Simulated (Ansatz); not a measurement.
# Convergence of a linear-scaling basis for liquid SiO0.5 at 3700 K (79 atoms), part 2 of 2

Aim: test how closely localised support functions follow the reference on liquid SiO0.5 at 3700 K (79 atoms), and at what cost. A setting counts as converged where the r.m.s. difference of forces stays under 1 % of the r.m.s. force.

Ansatz 0.2.0; Kohn-Sham DFT, PBE, PAW (set soft_2), plane waves.

The cell: 53 Si and 26 O. The network of bonds at the start is that of the classical potential that made the cell. Only the Γ point is sampled, in a cell whose shortest periodic width is 11 Å.

So far. Step 13 (Support functions medium, radius 5.87 Å): The refusal is over memory: the job needs 9.26 GiB where 8.00 GiB were allowed.

## Step 15: The reference in detail

The comparisons rest on this run, so its electronic structure is set out here.

Length of the force by element and coordination:

```tsv
element	coordination	atoms	mean length of the force (eV/Å)	spread	least	most
O	all	26	3.06	1.72	0.567	8.04
Si	all	53	2.81	1.82	0.213	10.2
```

Löwdin charges by element and coordination (they lack the spilled electrons, 0.074 e an atom on average):

```tsv
element	coordination	atoms	mean charge (e)	spread	least	most
O	all	26	-0.706	0.0255	-0.753	-0.660
Si	all	53	0.457	0.339	-0.114	1.30
```

Density of states as counts of states in windows of 1 eV (from the Fermi level), total and the larger projections:

```tsv
from (eV)	to (eV)	total	Si p	O p	Si s
-10	-9	21.0	4.7	9.8	6.1
-9	-8	26.1	6.9	13.0	5.6
-8	-7	28.4	8.3	14.8	4.6
-7	-6	33.8	9.9	18.9	4.2
-6	-5	31.6	9.4	16.8	4.6
-5	-4	30.4	9.8	15.8	3.8
-4	-3	23.2	11.4	7.5	3.6
-3	-2	18.0	10.7	3.5	3.0
-2	-1	22.7	15.2	2.8	3.3
-1	0	28.9	19.5	3.0	4.4
0	1	28.0	18.2	2.6	4.6
1	2	30.2	19.3	2.3	4.8
2	3	33.3	20.1	2.4	5.3
3	4	33.2	19.1	2.0	4.6
```

Between -25 and -10 eV lie 103 more states.

The levels nearest the highest filled one (over half full), pooled over k-points and spins:

```tsv
level less the highest filled one (eV)	occupation
-0.357	2
-0.244	2
-0.203	2
-0.165	2.00
-0.0639	1.96
0	1.56
0.0666	0.399
0.113	0.076
0.182	0.005
0.270	0
0.303	0
0.331	0
```

Electrostatic potential energy in the bc plane at fractional x = 0.122, with atoms of Si and O within 0.2 Å of it. With pseudopotentials it is smooth inside the atoms' cores, unlike the true potential.

Values in eV, 13 rows by 16 columns, each cell a mean:
```
-18 -12   2 -15 -30  -2   1   5   9   9   8   9   7   2   4   6
  5   6   6  -6 -20  -3  -3   4   9   9   9   9   4  -8  -2   5
 -5   6   7   6   6   5   5   8   9   9   9   9   7   3   0 -12
-30   3   1   0   6   7  -2  -5   9  10   9  10  10   7 -12 -42
 -5   1 -31 -31   1   7 -20 -27   8  10  10  10  10   8   2 -12
  6   3 -12 -11   5   7   4   4   8   9   8   7   8   9   8   8
-10 -18   2   8   9   7   2   1   6   7  -1 -12   1   7   8   6
-13 -24   1   9  10   3 -28 -35  -4   6  -2 -12   1   8   9   6
  6   6   8  10   9   4 -22 -29  -1   8   8   6   7   9  10   9
 10  10  10   9   3  -6   0   1   2   7   9   9   9  10  10  10
 10   9   9   6 -18 -42 -19   0  -1   5   9  10  10  10  10  10
  9   6  -3  -1  -4 -18  -3   3 -31 -18   7   9  10  10  10  10
-18 -16 -15 -12   3   6   7   8  -9  -3   7   8   9   9   9   8
```
Columns run along b (11.2 Å; values clipped at the 3rd and 97th percentile), rows up along c (11.2 Å). Atoms in or near the plane, at fractional coordinates: Si at (0.97, 0.72), Si at (0.34, 0.17), Si at (0.44, 0.38), O at (0.54, 0.09), O at (0.43, 0.66), O at (0.05, 0.99), O at (0.26, 0.92).

Valence density in the bc plane at fractional x = 0.122, with atoms of Si and O within 0.2 Å of it. It is the smooth field of the valence electrons, not physical close to the nuclei.

Ten steps, logarithmic in the rise over the least value, from '_' (0.0 e/Å³) to '@' (6.8 e/Å³), each cell a mean:
```
%%@@%%**==--++##%%**==::::::......................::::::::::==
++**++==::--**@@@@%%++--::::::....________....::::------::::--
------::..--++%%%%##++----::::::....______....::----====----::
--::::......--======--::::::::::::::..____....::::----====----
----::........::::::......::::::::::..____......::::----======
------::::......::......::::::::....____________....::--------
--====------::::::::::--++****==::..______________..::----::..
--========--------::::++%%@@%%**--..______________..::--==----
------==----------::::++##@@%%**--..____________..::--======--
::::--------------::::--++++++--::..__..............::----::::
::::----====----::::::::----::::........::::::::......::::....
::----==----::::....::::----::::......::--------::..........::
----------::........::----==----::::::::--======--::......::::
====------::....__..::--==--------::::::--======--::......::--
--====----::..____..::----::::----::..::----====--::......::::
::--::::....____....::--------==--::....::::----::::........::
..........____....::----========--::..................______..
______________..::------====------::......____________________
__________....::------======------::....______________________
________....::------::--====--======--..______________________
____....::::--======----==--==++####++--..____________________
::::::::----========--------==##@@@@%%==::..________________..
++****++==--------::::::::::--**%%%%##==::....____________..--
%%@@%%**==--======--::......::--++++==::..............__..::==
```
Columns run along b (11.2 Å), rows up along c (11.2 Å). Atoms in or near the plane, at fractional coordinates: Si at (0.97, 0.72), Si at (0.34, 0.17), Si at (0.44, 0.38), O at (0.54, 0.09), O at (0.43, 0.66), O at (0.05, 0.99), O at (0.26, 0.92).

Mean Löwdin charges: O -0.71, Si +0.46 e (they miss 1.6 % of the electrons, so they add up to more than the cell's charge). Within 0.4 eV of the Fermi level the largest share is Si p (72 % of the projected weight).

## Step 16: Distances and neighbours

These statistics describe the geometry on which the runs were made.

Density 2.25 g/cm³, 17.76 Å³ an atom.

g(r), total and by pair (bins of 0.2 Å):

```tsv
r (Å)	total	Si-Si	Si-O	O-O
1.40	0.08	0.00	0.19	0.00
1.60	1.69	0.00	3.81	0.00
1.80	1.74	0.00	3.96	0.00
2.00	0.33	0.00	0.74	0.00
2.20	0.83	1.36	0.09	1.64
2.40	0.95	1.98	0.00	0.56
2.60	0.88	1.15	0.54	1.20
2.80	0.68	0.60	0.78	0.63
3.00	1.04	1.28	0.68	1.50
3.20	0.92	0.89	0.98	0.80
3.40	1.14	1.05	1.29	0.86
3.60	0.95	0.70	1.28	0.63
3.80	1.10	1.07	1.12	1.04
4.00	1.19	1.29	1.23	0.61
4.20	1.05	1.03	1.09	0.93
4.40	1.02	1.03	0.86	1.69
4.60	0.85	0.75	0.90	1.09
4.80	1.02	1.12	0.93	0.94
5.00	0.88	0.86	0.88	0.93
5.20	1.06	1.02	1.10	1.05
5.40	1.03	1.01	1.12	0.74
```

A closer look about Si53, which bears the longest force: 10 atoms, nearest first, numbered in the order of the input, with positions taken from that point.

```tsv
atom	x	y	z	distance (Å)	Löwdin charge (e)	Fx	Fy	Fz (eV/Å)
Si53	0.00	0.00	0.00	0.00	0.81	9.64	-0.80	-3.18
O69	-1.37	0.31	0.53	1.50	-0.72	-5.60	1.80	0.95
O71	-0.18	0.54	-1.79	1.88	-0.70	0.62	-2.54	3.71
Si3	-0.06	-2.30	0.18	2.31	0.53	2.55	-0.85	-1.93
Si26	2.07	1.25	0.73	2.53	-0.04	-0.71	-1.39	-0.15
O67	-1.17	-2.09	1.31	2.73	-0.73	-1.64	1.15	2.45
Si51	-2.02	-0.68	1.89	2.85	0.70	-0.57	-1.73	1.82
Si44	-2.31	1.76	0.26	2.92	0.89	-3.55	0.01	1.05
Si43	-0.96	-0.62	-2.77	2.99	0.23	-1.46	-2.36	-2.09
Si18	-0.03	2.09	-2.23	3.06	0.94	4.47	1.97	-1.32
```

## Step 17: Results

| Property | Result |
| --- | --- |
| free energy per atom | -612.7513 eV/atom |
| pressure | 6.707 GPa |
| r.m.s. force component | 1.962 eV/Å |
| wall time of the 8 DFT runs | 25 min |

In words: Against plane waves at 420 eV, the forces differ by 0.45 meV/Å (0.023 %) with support functions medium, and by 0.38 meV/Å in the closest run (support functions medium, radius 4.7 Å). At 79 atoms the fastest of the runs at a preset level, support functions low, takes roughly 5.1 times the time of plane waves (whose run also made extra analyses), in 14 SCF cycles against 11. Differences between support functions and plane waves include what basis error the plane-wave run still has. As the radius goes from 3.8 to 5.28 Å, the force difference goes from 0.50 to 0.39 meV/Å, and the time from 2.3 min to 7.5 min.

4 levels are partly filled, by over 2 % (at Γ alone): the run gives no sign of a gap.

Caveats: The force components of 2.0 eV/Å r.m.s. come partly from thermal motion and partly from the difference between the classical potential and DFT. The pressure of 6.7 GPa is that of one thermal frame, in which the classical model's bond lengths enter as well as the volume, without the kinetic term. The pressure of a single frame lacks the kinetic term.

[Long decimals in the printed logs are rounded to 6 places.]

[Logs are printed without paths, hosts, clocks, repeated set-up lines and the standing remarks that a program may print on its own settings, such as how far it seeks lower states.]

[Hosts, paths, dates, database ids (printed as entryN), source tags and the programs' standing remarks are cut or masked in the printed files.]
